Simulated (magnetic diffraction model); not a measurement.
## Er2Ge5MoRu2: what an assumed order does to the neutron pattern

Space group Ibam (no. 72), a = 9.8400 Å, b = 12.2860 Å, c = 5.7880 Å.

```csv
site,atom,x,y,z
8j,Er,0.2638,0.1358,1/2
8j,Ru,0.5913,0.8556,0
4a,Mo,0,0,3/4
8j,Ge,0.8266,0.9150,0
8g,Ge,1/2,0.2872,1/4
4b,Ge,1/2,0,3/4
```

The compound is invented for this exercise: a known structure type with other elements, its cell scaled to their sizes and not relaxed.

Only Er is taken to order (form factors of Er3+); orders and moment sizes are assumed, and not adapted to the symmetry. Radiation: neutrons of λ = 2.36 Å, 8° to 55°; isotropic B of 0.47 Å² (Er), 0.72 Å² (Ru), 0.49 Å² (Mo) and 0.61 Å² (Ge). The intensities are simulated: I ∝ L Σ (|F_N|² + |F_M⊥|²) for unpolarised neutrons, with F_M = 2.695 fm/μB × Σ f(s) S exp(2πi Q·r) exp(−B s²) at Q = H ± k (one set where k and −k are equivalent), only the part normal to Q counting and L = 1/(sin²θ cos θ). For collinear order S is the moment m, which repeats by lattice and centring translations R with the sign exp(−2πi k·R). Form factors are spin-only for 3d ions and dipole or tabulated for f ions, scattering lengths are Sears's of 1992, and absorption is left out. A label names one of the reflections at its angle. The strongest nuclear line in the range is 100, and lines under 0.2 are left out.

Assume the order k = (0 1/2 1/2), collinear moments along [101], 6.5 μB on Er; signs + at (0.2638, 0.1358, 1/2), + at (0.7362, 0.8642, 1/2), + at (0.7362, 0.1358, 0), + at (0.2638, 0.8642, 0).

Q: Where does magnetic intensity appear, and how strong is it?

| 2θ (°) | index | nuclear | magnetic |
| --- | --- | --- | --- |
| 12.94 | (0 1/2 1/2) | 0.0 | 39.7 |
| 17.68 | (1 1 0) | 0.2 | 0.0 |
| 18.94 | (1 1/2 -1/2) | 0.0 | 113.2 |
| 20.33 | (0 3/2 -1/2) | 0.0 | 98.5 |
| 22.15 | (0 2 0) | 1.2 | 0.0 |
| 24.64 | (1 3/2 1/2) | 0.0 | 9.9 |
| 27.75 | (2 0 0) | 16.5 | 0.0 |
| 30.24 | (0 5/2 1/2) | 0.0 | 35.6 |
| 30.73 | (2 1/2 1/2) | 0.0 | 6.8 |
| 33.37 | (1 5/2 -1/2) | 0.0 | 20.3 |
| 34.65 | (2 3/2 -1/2) | 0.0 | 33.9 |
| 35.48 | (1 2 1) | 6.0 | 0.0 |
| 35.79 | (2 2 0) | 1.7 | 0.0 |
| 36.06 | (0 1/2 -3/2) | 0.0 | 4.6 |
| 38.43 | (2 1 1) | 0.3 | 0.0 |
| 38.78 | (1 1/2 3/2) | 0.0 | 34.7 |
| 39.52 | (0 3/2 3/2) | 0.0 | 21.4 |
| 41.13 | (0 7/2 -1/2) | 0.0 | 0.6 |
| 41.51 | (2 5/2 1/2) | 0.0 | 23.9 |
| 42.04 | (1 3/2 -3/2) | 0.0 | 3.4 |
| 43.58 | (1 7/2 1/2) | 0.0 | 42.0 |
| 43.72 | (3 1 0) | 5.5 | 0.0 |
| 44.30 | (3 1/2 -1/2) | 0.0 | 11.1 |
| 45.19 | (0 4 0) | 5.9 | 0.0 |
| 45.76 | (0 5/2 -3/2) | 0.0 | 13.0 |
| 46.11 | (2 1/2 -3/2) | 0.0 | 4.6 |
| 47.24 | (3 3/2 1/2) | 0.0 | 2.1 |
| 48.02 | (1 5/2 3/2) | 0.0 | 8.8 |
| 48.13 | (0 0 2) | 8.5 | 0.0 |
| 48.97 | (2 3/2 3/2) | 0.0 | 20.4 |
| 50.34 | (2 7/2 -1/2) | 0.0 | 1.4 |
| 50.52 | (2 3 1) | 13.5 | 0.0 |
| 51.66 | (1 1 2) | 2.2 | 0.0 |
| 52.73 | (0 9/2 1/2) | 0.0 | 6.5 |
| 52.77 | (3 5/2 -1/2) | 0.0 | 5.0 |
| 53.58 | (0 2 2) | 0.3 | 0.0 |
| 53.63 | (1 4 1) | 21.5 | 0.0 |
| 53.86 | (2 4 0) | 100.0 | 0.0 |
| 54.06 | (0 7/2 3/2) | 0.0 | 0.3 |
| 54.25 | (3 2 1) | 90.0 | 0.0 |
| 54.37 | (2 5/2 -3/2) | 0.0 | 14.2 |
| 54.77 | (1 9/2 -1/2) | 0.0 | 16.1 |
| 54.89 | (3 3 0) | 17.5 | 0.0 |

The strongest magnetic line in the range is (1 1/2 -1/2) at 18.94° (113.2). On top of the Lorentz factor, which all lines share, magnetic lines fade with angle because f falls: for Er3+ it is 0.96, 0.86, 0.73 and 0.47 at sin θ/λ = 0.1, 0.2, 0.3 and 0.5 Å⁻¹, while nuclear lengths stay constant. The order has no net moment.

[Logs are printed without paths, hosts, clocks, repeated set-up lines and the standing remarks that a program may print on its own settings, such as how far it seeks lower states.]
